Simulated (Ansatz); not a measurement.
Rows from a G0W0 calculation on CsPbI2Br (P4/mmm) (Ansatz 0.2.0; G0W0 on PBE, plane waves, PAW; PAW set soft_1; 4×4×4 mesh, 1010 empty bands, screening to 150 eV, PAW set soft_1 files), in eV. Spin-orbit coupling is left out.

```tsv
row	k	band	start	Σx	Σc at the solution	Vxc
A	(-0.500, -0.500, -0.500)	v1	3.690	-17.669	0.556	-16.310
B	(-0.500, -0.500, -0.500)	c1	5.161	-8.209	-3.225	-11.596
C	(-0.500, -0.500, -0.500)	v2	2.830	-17.335	1.898	-14.318
```

Question: Give the quasiparticle energies and the shift of each level.

The quasiparticle equation reads E = start + Σx + Σc(E) − Vxc.

```tsv
row	E (eV)	shift (eV)
A	2.887	−0.803
B	5.323	+0.162
C	1.710	−1.120
```

The gap over the computed points goes from 1.47 eV to 2.44 eV.

Limits: not at the basis limit; no spin-orbit coupling.

[Paths, hosts, dates, memory and timing lines, banners, echoed tables and standing remarks are left out of the program output.]

[Logs are printed without paths, hosts, clocks, repeated set-up lines and the standing remarks that a program may print on its own settings, such as how far it seeks lower states.]

[Runs of the session that timed out or met a known fault of the program may be left out.]

[Cells called generated may have been cut or substituted from an entry of the Crystallography Open Database or the Materials Project.]

[Hosts, paths, dates, database ids (printed as entryN), source tags and the programs' standing remarks are cut or masked in the printed files.]
